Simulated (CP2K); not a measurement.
Two runs for the F K edge of fluorocarbonylketene. Run A: CP2K XAS_TDP, all-electron GAPW, PBEh(45%), aug-cc-pVDZ, TDA, no relativity. Run B differs in one setting.

First lines with a strength over 0.0015. A:

```tsv
atom	energy (eV)	states	strength, one atom
F6 (bonded to C)	682.22	1	0.0100
	682.66	1	0.0154
	684.34	1	0.0064
	685.36	1	0.0113
	685.83	1	0.0052
```

B:

```tsv
atom	energy (eV)	states	strength, one atom
F6 (bonded to C)	671.94	1	0.0034
	672.02	1	0.0076
	675.05	1	0.0027
	675.29	1	0.0032
	675.93	1	0.0017
```

Which was it: the functional, scalar relativity switched on, the basis, GW2X switched on?

The functional (functional from PBEh(45%) to PBE0; the lines alone don't name the new value). A functional moves all lines by electronvolts and changes their spacings and strengths. Against PBEh(45%) in aug-cc-pVDZ, the leading line moves by -10.28 eV, to 671.94 eV; the strength of F6's goes from 0.0100 to 0.0034, so the two may not be the same state. The next line of F6 over the strength cut lies 0.08 eV higher, against 0.44.

[Banner, clock and machine lines of the logs are left out without a mark of their own.]

[Logs are printed without paths, hosts, clocks, repeated set-up lines and the standing remarks that a program may print on its own settings, such as how far it seeks lower states.]

[Hosts, paths, dates, database ids (printed as entryN), source tags and the programs' standing remarks are cut or masked in the printed files.]
